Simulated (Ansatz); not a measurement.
# (BaO)1(AgCl)3 [001] superlattice, started as rocksalt type: relaxing the cell for a phonon run

Task: relax (BaO)1(AgCl)3 [001] superlattice, started as rocksalt type tightly.

Program: Ansatz 0.2.0. Level of theory: DFT PBE, scalar-relativistic, plane waves, PAW. Results are calculated unless marked as measured.

Report form: the programs' logs are mostly left out.

The structure was built from a prototype and need not be the compound's stable phase.

## Step 1: Set-up

It takes space group P4/mmm (No. 123, tetragonal). Conventional cell: a = 3.923 Å, b = 3.923 Å, c = 11.095 Å, α = 90.00°, β = 90.00°, γ = 90.00°. Nearest to Ag lie 5 Cl at 2.77 Å and 1 O at 2.77 Å. Ag has 6 Cl at 2.77 Å nearest. Nearest to Ba lie 2 Cl at 2.77 Å and 4 O at 2.77 Å. Nearest to Cl lie 5 Ag at 2.77 Å and 1 Ba at 2.77 Å. Cl has 6 Ag at 2.77 Å nearest. Nearest to O lie 2 Ag at 2.77 Å and 4 Ba at 2.77 Å. Farther neighbours and most contacts between anions are not listed.

## Step 2: A coarse first look

First a cheap look: the gap decides the mesh and the occupations, the pressure tells how far the cell has to move.

Contents of input.yaml:

```yaml
crystal:
  lattice:
    - [2.77375, 2.77375, 0.0]
    - [-2.77375, 2.77375, 0.0]
    - [0.0, 0.0, 11.095]
  atoms:
    - { symbol: Ag, position: [0.5, 0.5, 0.25] }
    - { symbol: Ag, position: [0.0, 0.0, 0.5] }
    - { symbol: Ag, position: [0.5, 0.5, 0.75] }
    - { symbol: Ba, position: [0.0, 0.0, 0.0] }
    - { symbol: Cl, position: [0.0, 0.0, 0.25] }
    - { symbol: Cl, position: [0.5, 0.5, 0.5] }
    - { symbol: Cl, position: [0.0, 0.0, 0.75] }
    - { symbol: O, position: [0.5, 0.5, 0.0] }
kpoints:
  mp_grid: { grid: [6, 6, 2] }
hamiltonian:
  xc: pbe
scf:
  occupations: { method: gaussian, width: 0.1 }
output:
  forces: true
  stress: true
  eigenvalues: true
```

Command:

```sh
$ ansatz run input.yaml --threads 8 --pin off --max-ram 14336MiB --backend cpu --events-out ev --progress --plain --runs-dir out
```

Run time: 1.6 s. Hardware: 8 threads of Arm Neoverse V2, shared host; peak memory 0.79 GiB; 12 s of CPU time.

Numbers from this step:

* pressure: 2.755 GPa
* volume per atom: 21.34 Å³
* gap on the k-mesh: 0.1648 eV
* direct gap on mesh: 0.3715 eV

The coarse mesh shows a gap of 0.16 eV and a pressure of 2.8 GPa.

## Step 3: Rough relaxation

The start is far from rest, so a relaxation with loose tolerances brings it close first.

input.yaml, as its differences from that of step 2:

```diff
@@ -24 +24,6 @@
   eigenvalues: true
+relax:
+  adjacent_minimum: "off"
+  f_tol: 0.05
+  max_steps: 80
+  cell: { stress_tol: 0.5 }
```

It took 15 s on 8 threads; peak memory 0.84 GiB.

Step by step:

| step | energy less that of the first step (eV) | largest force component (eV/Å) | pressure (GPa) | volume (Å³) |
| --- | --- | --- | --- | --- |
| 1 | 0.0000 | 1.6956 | 2.76 | 170.72 |
| 2 | -0.4584 | 0.3636 | -0.04 | 176.38 |
| 3 | -0.5421 | 0.2752 | 0.09 | 175.16 |
| 4 | -0.6342 | 0.1018 | 0.17 | 175.03 |
| 5 | -0.6562 | 0.1358 | 0.40 | 176.00 |
| 6 | -0.6711 | 0.0195 | -0.51 | 181.44 |
| 7 | -0.6763 | 0.0255 | 0.14 | 178.73 |
| 8* | -0.6859 | 0.0255 | 0.21 | 178.73 |

Relaxation steps marked * repeat the geometry before them on a plane-wave basis chosen anew for their cell, so energy and pressure can jump there.

The run keeps the 16 symmetry operations that it works with, so distortions that break them were not tested.

| conventional cell, symmetrised | before | after | change |
| --- | --- | --- | --- |
| a (Å) | 3.923 | 3.849 | -1.9 % |
| b (Å) | 3.923 | 3.849 | -1.9 % |
| c (Å) | 11.095 | 12.062 | +8.7 % |
| volume (Å³/atom) | 21.34 | 22.34 | +4.7 % |

The atoms that moved most (Å, as changes of fractional coordinates times the final cell):

| atom | dx | dy | dz | length |
| --- | --- | --- | --- | --- |
| Ag1 | 0.000 | 0.000 | -0.591 | 0.591 |
| Ag3 | 0.000 | 0.000 | 0.591 | 0.591 |
| Cl7 | 0.000 | 0.000 | -0.060 | 0.060 |
| Cl5 | 0.000 | 0.000 | 0.060 | 0.060 |

This step gave:

- pressure: 0.2068 GPa
- volume per atom: 22.34 Å³
- gap on the k-mesh: 0 eV

In this step the volume went from 21.34 to 22.34 Å³/atom.

## Step 4: Relaxation

Harmonic phonons are second derivatives at a point where the forces vanish, and they are wanted at zero stress, so atoms and cell are relaxed first.

Contents of input.yaml:

```yaml
crystal:
  lattice:
    - [2.7218760726, 2.7218760726, 0.0]
    - [-2.7218760726, 2.7218760726, 0.0]
    - [0.0, 0.0, 12.0624970846]
  atoms:
    - { symbol: Ag, position: [0.5, 0.5, 0.2010148465] }
    - { symbol: Ag, position: [0.0, 0.0, 0.5] }
    - { symbol: Ag, position: [0.5, 0.5, 0.7989851535] }
    - { symbol: Ba, position: [0.0, 0.0, 0.0] }
    - { symbol: Cl, position: [0.0, 0.0, 0.2549660462] }
    - { symbol: Cl, position: [0.5, 0.5, 0.5] }
    - { symbol: Cl, position: [0.0, 0.0, 0.7450339538] }
    - { symbol: O, position: [0.5, 0.5, 0.0] }
kpoints:
  mp_grid: { grid: [8, 8, 4] }
hamiltonian:
  xc: pbe
scf:
  occupations: { method: gaussian, width: 0.1 }
output:
  forces: true
  stress: true
  eigenvalues: true
relax:
  adjacent_minimum: "off"
  f_tol: 0.005
  max_steps: 80
  cell: { stress_tol: 0.05 }
```

Wall time 14 s (8 threads); peak memory 0.96 GiB.

Relaxation path:

| step | energy less that of the first step (eV) | largest force component (eV/Å) | pressure (GPa) | volume (Å³) |
| --- | --- | --- | --- | --- |
| 1 | 0.0000 | 0.0170 | 0.21 | 178.73 |
| 2 | 0.0004 | 0.0285 | -0.11 | 179.91 |
| 3 | -0.0001 | 0.0024 | 0.00 | 179.59 |
| 4* | -0.0006 | 0.0023 | 0.00 | 179.59 |

Relaxation steps marked * repeat the geometry before them on a plane-wave basis chosen anew for their cell, so energy and pressure can jump there.

The run keeps the 16 symmetry operations that it works with, so distortions that break them were not tested.

| conventional cell, symmetrised | before | after | change |
| --- | --- | --- | --- |
| a (Å) | 3.849 | 3.854 | +0.1 % |
| b (Å) | 3.849 | 3.854 | +0.1 % |
| c (Å) | 12.062 | 12.088 | +0.2 % |
| volume (Å³/atom) | 22.34 | 22.45 | +0.5 % |

The relaxed structure:

```cif
data_structure
_symmetry_space_group_name_H-M 'P 1'
_symmetry_Int_Tables_number 1
_cell_length_a 3.8544
_cell_length_b 3.8544
_cell_length_c 12.0883
_cell_angle_alpha 90.000
_cell_angle_beta 90.000
_cell_angle_gamma 90.000
_cell_volume 179.59
loop_
_atom_site_label
_atom_site_type_symbol
_atom_site_fract_x
_atom_site_fract_y
_atom_site_fract_z
_atom_site_occupancy
Ag1 Ag 0.50000 0.50000 0.20078 1
Ag2 Ag 0.00000 0.00000 0.50000 1
Ag3 Ag 0.50000 0.50000 0.79922 1
Ba4 Ba 0.00000 0.00000 0.00000 1
Cl5 Cl 0.00000 0.00000 0.25493 1
Cl6 Cl 0.50000 0.50000 0.50000 1
Cl7 Cl 0.00000 0.00000 0.74507 1
O8 O 0.50000 0.50000 0.00000 1
```

Numbers from this step:

```
pressure        : -4.62e-5 GPa
volume per atom : 22.45 Å³
```

In this step the volume went from 22.34 to 22.45 Å³/atom.

## Step 5: Relaxing to small forces for the phonons

Phonons need a cell at rest on their own settings, so the relaxation is repeated with tight tolerances on forces and stress, using the mesh and the filling of the phonon run that follows.

Contents of input.yaml:

```yaml
crystal:
  lattice:
    - [2.7254824239, 2.7254824239, 0.0]
    - [-2.7254824239, 2.7254824239, 0.0]
    - [0.0, 0.0, 12.0883045464]
  atoms:
    - { symbol: Ag, position: [0.5, 0.5, 0.2007826108] }
    - { symbol: Ag, position: [0.0, 0.0, 0.5] }
    - { symbol: Ag, position: [0.5, 0.5, 0.7992173892] }
    - { symbol: Ba, position: [0.0, 0.0, 0.0] }
    - { symbol: Cl, position: [0.0, 0.0, 0.2549251169] }
    - { symbol: Cl, position: [0.5, 0.5, 0.5] }
    - { symbol: Cl, position: [0.0, 0.0, 0.7450748831] }
    - { symbol: O, position: [0.5, 0.5, 0.0] }
kpoints:
  mp_grid: { grid: [8, 8, 4] }
hamiltonian:
  xc: pbe
scf:
  occupations: { method: methfessel_paxton, width: 0.15 }
output:
  forces: true
  stress: true
  eigenvalues: true
relax:
  adjacent_minimum: "off"
  f_tol: 0.001
  max_steps: 60
  cell: { stress_tol: 0.01 }
```

The job ended after 26 s (8 threads; peak memory 0.98 GiB; 3.3 min of CPU time).

The steps of the relaxation:

| step | energy less that of the first step (eV) | largest force component (eV/Å) | pressure (GPa) | volume (Å³) |
| --- | --- | --- | --- | --- |
| 1 | 0.0000 | 0.0028 | 0.00 | 179.59 |
| 2 | 0.0000 | 0.0011 | 0.00 | 179.64 |
| 3 | 0.0001 | 0.0040 | -0.01 | 179.85 |
| 4 | 0.0001 | 0.0009 | 0.01 | 179.78 |
| 5* | 0.0000 | 0.0009 | 0.01 | 179.78 |
| 6 | 0.0000 | 0.0004 | 0.00 | 179.78 |
| 7* | 0.0000 | 0.0003 | 0.00 | 179.78 |

Relaxation steps marked * repeat the geometry before them on a plane-wave basis chosen anew for their cell, so energy and pressure can jump there.

Forces are held to the 16 operations that the run works with; a distortion that breaks them can't arise in this run.

| conventional cell, symmetrised | before | after | change |
| --- | --- | --- | --- |
| a (Å) | 3.854 | 3.854 | -0.0 % |
| b (Å) | 3.854 | 3.854 | -0.0 % |
| c (Å) | 12.088 | 12.106 | +0.2 % |
| volume (Å³/atom) | 22.45 | 22.47 | +0.1 % |

Final coordinates:

```xyz
8
Lattice="2.7248 2.7248 0.0000 -2.7248 2.7248 0.0000 0.0000 0.0000 12.1065" Properties=species:S:1:pos:R:3 pbc="T T T"
Ag    0.0000    2.7248    2.4263
Ag    0.0000    0.0000    6.0532
Ag    0.0000    2.7248    9.6802
Ba    0.0000    0.0000    0.0000
Cl    0.0000    0.0000    3.0822
Cl    0.0000    2.7248    6.0532
Cl    0.0000    0.0000    9.0243
O     0.0000    2.7248    0.0000
```

Numbers from this step:

* pressure: -0.003707 GPa
* volume per atom: 22.47 Å³

The largest force component left is 0.35 meV/Å and the pressure is -0.004 GPa, within the tolerances set. The cell now holds 22.47 Å³/atom.

## Step 6: What came out

```json
{"space group after relaxation (within 0.01 Å)": "P4/mmm", "lattice constant a": "3.854 Å", "lattice constant b": "3.854 Å", "lattice constant c": "12.106 Å", "volume per atom": "22.5 Å³"}
```

In words: The largest force component left is 0.35 meV/Å and the pressure is -0.004 GPa, within the tolerances set. The cell now holds 22.47 Å³/atom. The relaxation keeps the symmetry of its start, so it says nothing on stability against lower symmetry. Spin-orbit coupling is left out, which can matter for the heavy elements here. The starting cell was built on a prototype and not taken from a measurement, so the phase need not exist.

[Logs are printed without paths, hosts, clocks, repeated set-up lines and the standing remarks that a program may print on its own settings, such as how far it seeks lower states.]

[Hosts, paths, dates, database ids (printed as entryN), source tags and the programs' standing remarks are cut or masked in the printed files.]
